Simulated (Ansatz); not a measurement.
In doubt: masses and optical values from hybrid runs of this build are listed as unsure, which bears on the screening that GW takes from such a start.

Rows from a G0W0 calculation on TiO2 (Anatase) (Ansatz 0.2.0; G0W0 on HSE06, plane waves, PAW; 6×6×6 mesh, 539 empty bands, screening to 230 eV), in eV. Spin-orbit coupling is left out.

```csv
row,k,band,start,Σx,Σc at the solution,Vxc
A,Γ,c2,10.744,-12.883,-6.937,-20.316
B,"(0.000, 0.000, -0.500)",c1,11.279,-13.297,-7.030,-20.828
C,Γ,c1,9.880,-12.398,-6.238,-19.116
D,"(0.000, 0.000, -0.500)",v1,6.213,-25.939,4.014,-22.014
E,Γ,v1,5.763,-25.502,4.094,-21.470
```

Q: Give the quasiparticle energies and the shift of each level.

The quasiparticle equation reads E = start + Σx + Σc(E) − Vxc.

```csv
row,E (eV),shift (eV)
A,11.239,+0.495
B,11.780,+0.501
C,10.360,+0.480
D,6.301,+0.088
E,5.826,+0.062
```

Limits: not at the basis limit.

[Paths, hosts, dates, memory and timing lines, banners, echoed tables and standing remarks are left out of the program output.]

[Logs are printed without paths, hosts, clocks, repeated set-up lines and the standing remarks that a program may print on its own settings, such as how far it seeks lower states.]

[Runs of the session that timed out or met a known fault of the program may be left out.]

[Cells called generated may have been cut or substituted from an entry of the Crystallography Open Database or the Materials Project.]

[Hosts, paths, dates, database ids (printed as entryN), source tags and the programs' standing remarks are cut or masked in the printed files.]
